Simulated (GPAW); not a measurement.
# Hf2CO2 MXene monolayer: work function by functional and basis, part 2 of 2

Aim: the work function of both faces of Hf2CO2 MXene monolayer, and its spread over functionals and bases. Where a layer proves gapped, the work function hangs on where the smearing puts the Fermi level, and the band edges take its place.

GPAW 26.7.0; GPAW, PAW setups; layer in a repeated cell with vacuum, relaxation of atoms and in-plane cell (the session's first sound run).

So far, upper work function (eV): step 3 (the slab's potential, PBE, GPAW) 4.95; step 4 (revPBE) 4.80; step 5 (LDA) 5.36; step 6 (RPBE) 4.79; step 7 (GPAW, PAW setups) 5.19.

### Step 8. Self-consistent run: xc = "vdW-DF2"

Level of this step: GPAW, PAW setups; slab in vacuum (GPAW).

The same geometry under vdW-DF2, to see how far the functional moves the levels against the vacuum (the van der Waals functionals take revPBE setups).

run.py reads:

```python
import json
import numpy as np
from ase import Atoms
from gpaw import GPAW, PW

slab = Atoms(
    ['O', 'Hf', 'C', 'Hf', 'O'],
    positions=[
        [-0.00000, 1.88229, 7.00000],
        [1.63011, 0.94114, 7.94433],
        [-0.00000, -0.00000, 9.32592],
        [-0.00000, 1.88229, 10.70752],
        [1.63011, 0.94114, 11.65184]],
    cell=[[3.26022, -0.0, 0.0], [-1.63011, 2.82343, 0.0], [0.0, 0.0, 18.6518]],
    pbc=[True, True, False])

slab.calc = GPAW(mode=PW(500), xc='vdW-DF2', kpts={'size': (12, 12, 1), 'gamma': True},
                 occupations={'name': 'fermi-dirac', 'width': 0.05}, nbands='160%',
                 convergence={'density': 1e-05}, maxiter=200,
                 poissonsolver={'dipolelayer': 'xy'},
                 symmetry={'tolerance': 1e-3}, txt='slab.txt')
result = {}
energy = slab.get_potential_energy()
fermi = slab.calc.get_fermi_level()
v = slab.calc.get_electrostatic_potential().mean((0, 1)) - fermi
n = slab.calc.get_pseudo_density().mean((0, 1))
L = slab.cell[2, 2]
z = np.arange(len(v)) * L / len(v)
low, high = slab.positions[:, 2].min(), slab.positions[:, 2].max()
below, above = np.interp([low - 4.8, high + 4.8], z, v)
slopes = [np.interp(x, z, np.gradient(v, z)) for x in (low - 4.8, high + 4.8)]
eps = np.array([[slab.calc.get_eigenvalues(k, s) for k in range(len(slab.calc.get_ibz_k_points()))]
                for s in range(slab.calc.get_number_of_spins())]) - fermi
top, bottom = eps[eps < 0].max(), eps[eps > 0].min()
dipole = slab.get_dipole_moment()[2]
print(f'energy {energy:.4f} eV, Fermi level {fermi:.4f} eV, dipole {dipole:.5f} e A')
print(f'potential 4.8 A off the faces, from the Fermi level: lower {below:.4f} eV, upper {above:.4f} eV')
print(f'slope of the potential there: lower {slopes[0]:.5f}, upper {slopes[1]:.5f} eV/A')
print(f'nearest levels on the mesh: {top:.4f} and {bottom:.4f} eV')
print('magnetic moment', round(slab.get_magnetic_moment(), 3))
result.update(energy=energy, fermi=fermi, dipole=dipole, below=below, above=above, slopes=slopes, edges=[top, bottom],
              z=z.tolist(), v=v.tolist(), n=n.tolist(), positions=slab.positions.tolist(),
              forces=slab.get_forces(apply_constraint=False).tolist(), moments=slab.get_magnetic_moments().tolist())
json.dump(result, open('result.json', 'w'))
```

Run with:

```bash
$ OMP_NUM_THREADS=1 OPENBLAS_NUM_THREADS=1 python run.py
```

The log of the run:

```text
energy -363.8859 eV, Fermi level 0.0796 eV, dipole 0.00052 e A
potential 4.8 A off the faces, from the Fermi level: lower 5.3999 eV, upper 5.3868 eV
slope of the potential there: lower -0.00134, upper 0.00134 eV/A
nearest levels on the mesh: -0.5267 and 0.5692 eV
magnetic moment 0.0
```

Elapsed: 43 s, on 1 thread of AMD EPYC 9R14 (Zen 4), shared host; peak memory 0.41 GiB.

Numbers from this step:

| Item | Value |
| --- | --- |
| levels nearest the Fermi level on the mesh | -0.5267, 0.5692 eV from the Fermi level |
| upper work function | 5.387 eV |
| lower work function | 5.400 eV |
| upper ionisation energy | 5.913 eV |

The highest filled level lies 0.527 eV under the Fermi level, so the ionisation energy from the upper face is 5.387 + 0.527 = 5.913 eV, against 5.418 eV in the base run.

### Step 9. Real-space grid: mode = "fd"

A real-space grid is a second complete basis, so it checks the plane-wave result.

Edit run.py of step 8 so:

```diff
@@ -3,3 +3,3 @@
 from ase import Atoms
-from gpaw import GPAW, PW
+from gpaw import GPAW
 
@@ -16,3 +16,3 @@
 
-slab.calc = GPAW(mode=PW(500), xc='vdW-DF2', kpts={'size': (12, 12, 1), 'gamma': True},
+slab.calc = GPAW(mode='fd', h=0.18, xc='PBE', kpts={'size': (12, 12, 1), 'gamma': True},
                  occupations={'name': 'fermi-dirac', 'width': 0.05}, nbands='160%',
```

The log of the run:

```text
energy -46.3615 eV, Fermi level -4.9696 eV, dipole 0.00067 e A
potential 4.8 A off the faces, from the Fermi level: lower 4.9762 eV, upper 4.9631 eV
slope of the potential there: lower -0.00001, upper 0.00001 eV/A
nearest levels on the mesh: -0.4647 and 0.5103 eV
magnetic moment 0.0
```

Elapsed: 97 s, on 1 thread; peak memory 0.58 GiB.

This step gave:

```yaml
dipole_along_the_normal: 6.69e-4 e·Å
levels_nearest_the_fermi_level_on_the_mesh: -0.4647, 0.5103 eV from the Fermi level
upper_work_function: 4.963 eV
lower_work_function: 4.976 eV
upper_ionisation_energy: 5.428 eV
```

Electrostatic potential energy of an electron (without an applied field's), less the Fermi level, planar mean against z:

```tsv
z (Å)	electrostatic potential energy of an electron (without an applied field's), less the Fermi level, planar mean (eV)
0.0	4.97
0.5	4.98
1.0	4.98
1.5	4.98
2.0	4.98
2.5	4.98
3.0	4.98
3.5	4.98
4.0	4.98
4.5	4.97
5.0	4.95
5.5	4.84
6.0	4.23
6.5	0.477
7.0	-12.4
7.5	-15.3
8.0	-22.0
8.5	-10.4
9.0	-6.24
9.5	-8.25
10.0	-7.33
10.5	-19.7
11.0	-18.5
11.5	-13.1
12.0	-2.69
12.5	3.67
13.0	4.74
13.5	4.92
14.0	4.96
14.5	4.96
15.0	4.96
15.5	4.96
16.0	4.96
16.5	4.96
17.0	4.96
17.5	4.96
18.0	4.96
18.5	4.96
```

The highest filled level lies 0.465 eV under the Fermi level, so the ionisation energy from the upper face is 4.963 + 0.465 = 5.428 eV, against 5.418 eV in the base run.

### Step 10. Atomic orbitals: mode = "lcao"

Atom-centred orbitals end a few angstrom from the surface, which tests how much the density's tail matters.

Edit run.py of step 9 so:

```diff
@@ -16,4 +16,4 @@
 
-slab.calc = GPAW(mode='fd', h=0.18, xc='PBE', kpts={'size': (12, 12, 1), 'gamma': True},
-                 occupations={'name': 'fermi-dirac', 'width': 0.05}, nbands='160%',
+slab.calc = GPAW(mode='lcao', basis='dzp', h=0.18, xc='PBE', kpts={'size': (12, 12, 1), 'gamma': True},
+                 occupations={'name': 'fermi-dirac', 'width': 0.05}, nbands='120%',
                  convergence={'density': 1e-05}, maxiter=200,
```

The log of the run:

```text
energy -43.8114 eV, Fermi level -5.1602 eV, dipole 0.00067 e A
potential 4.8 A off the faces, from the Fermi level: lower 5.1668 eV, upper 5.1536 eV
slope of the potential there: lower -0.00001, upper 0.00001 eV/A
nearest levels on the mesh: -0.4550 and 0.5019 eV
magnetic moment 0.0
```

Wall time 3.9 min (1 thread); peak memory 0.31 GiB.

Numbers from this step:

```yaml
levels_nearest_the_fermi_level_on_the_mesh: -0.4550, 0.5019 eV from the Fermi level
upper_work_function: 5.154 eV
lower_work_function: 5.167 eV
upper_ionisation_energy: 5.609 eV
```

Table of electrostatic potential energy of an electron (without an applied field's), less the Fermi level, planar mean by z:

z (Å), electrostatic potential energy of an electron (without an applied field's), less the Fermi level, planar mean (eV) and a bar from the least value:
```
        0        5.2 ##############################
        1        5.2 ##############################
        2        5.2 ##############################
        3        5.2 ##############################
        4        5.2 ##############################
        5        5.1 ##############################
        6        4.4 #############################
        7      -12.5 ###########
        8      -22.2 
        9       -6.3 #################
       10       -7.4 ################
       11      -18.7 ####
       12       -2.6 #####################
       13        4.9 ##############################
       14        5.1 ##############################
       15        5.2 ##############################
       16        5.2 ##############################
       17        5.2 ##############################
       18        5.2 ##############################
```

The highest filled level lies 0.455 eV under the Fermi level, so the ionisation energy from the upper face is 5.154 + 0.455 = 5.609 eV, against 5.418 eV in the base run.

### Step 11. All levels side by side

Times are for 1 thread of AMD EPYC 9R14 (Zen 4), shared host. The series side by side:

```tsv
no.	run	upper ionisation energy (eV)	time	memory (GiB)
1	pw	5.418	33 s	0.24
2	revPBE	5.277	33 s	0.25
3	LDA	5.776	33 s	0.24
4	RPBE	5.268	35 s	0.24
5	optPBE vdW	5.674	43 s	0.41
6	vdW DF2	5.913	43 s	0.41
7	fd	5.428	97 s	0.58
8	lcao	5.609	3.9 min	0.31
```

### Step 12. Side by side

Results and costs are gathered.

This step: comparison of work functions, dipole and cost (GPAW 26.7.0).

Ladder, by row:

```tsv
step	code	work function, upper (eV)	work function, lower (eV)	dipole (e Å)	wall time (s)	peak memory (GiB)	threads
pw	GPAW	4.955	4.968	5.23e-4	32.88	0.24	1
revPBE	GPAW	4.802	4.815	5.22e-4	32.75	0.25	1
LDA	GPAW	5.357	5.37	5.24e-4	33.1	0.24	1
RPBE	GPAW	4.788	4.801	5.22e-4	34.56	0.24	1
optPBE-vdW	GPAW	5.185	5.199	5.22e-4	42.6	0.41	1
vdW-DF2	GPAW	5.387	5.4	5.22e-4	42.69	0.41	1
fd	GPAW	4.963	4.976	6.69e-4	96.51	0.58	1
lcao	GPAW	5.154	5.167	6.69e-4	236.7	0.31	1
```

### Step 13. What came out

| Quantity | Value |
| --- | --- |
| work function, upper and lower face (Fermi level placed in the gap by the smearing) | 4.955 and 4.968 eV |
| ionisation energy from the upper face (highest filled level on the mesh) | 5.42 eV |
| electron affinity from the upper face (lowest empty Kohn-Sham level on the mesh) | 4.45 eV |
| dipole along the normal | 5.2e-4 e Å |

In words: With plane waves and PBE the ionisation energy from the upper face is 5.42 eV and the Kohn-Sham electron affinity 4.45 eV. The levels nearest the Fermi level on the mesh lie 0.969 eV apart, so the slab is gapped there: the smearing puts the Fermi level inside the gap, and from either face the ionisation energy is the work function plus 0.46 eV. Both are Kohn-Sham levels on the mesh, and semilocal gaps are too small, so the affinity tends to come out too large and the ionisation energy too small. Work functions of a gapped slab move with the place of the Fermi level in the gap; over the runs without a planted fault the highest filled level on the mesh lies 5.27 (RPBE) to 5.91 eV (vdW-DF2) under the upper vacuum level. With elements this heavy, spin-orbit coupling can move band edges by tenths of an eV. The small printed dipole stands for a step of -10 meV from the lower to the upper face, and the probes find -13 meV; values this small are near the numerical noise of both. The layer's cell and atoms come from the relaxation; spin-orbit coupling and temperature are left out.

[Logs are printed without paths, hosts, clocks, repeated set-up lines and the standing remarks that a program may print on its own settings, such as how far it seeks lower states.]

[Hosts, paths, dates, database ids (printed as entryN), source tags and the programs' standing remarks are cut or masked in the printed files.]
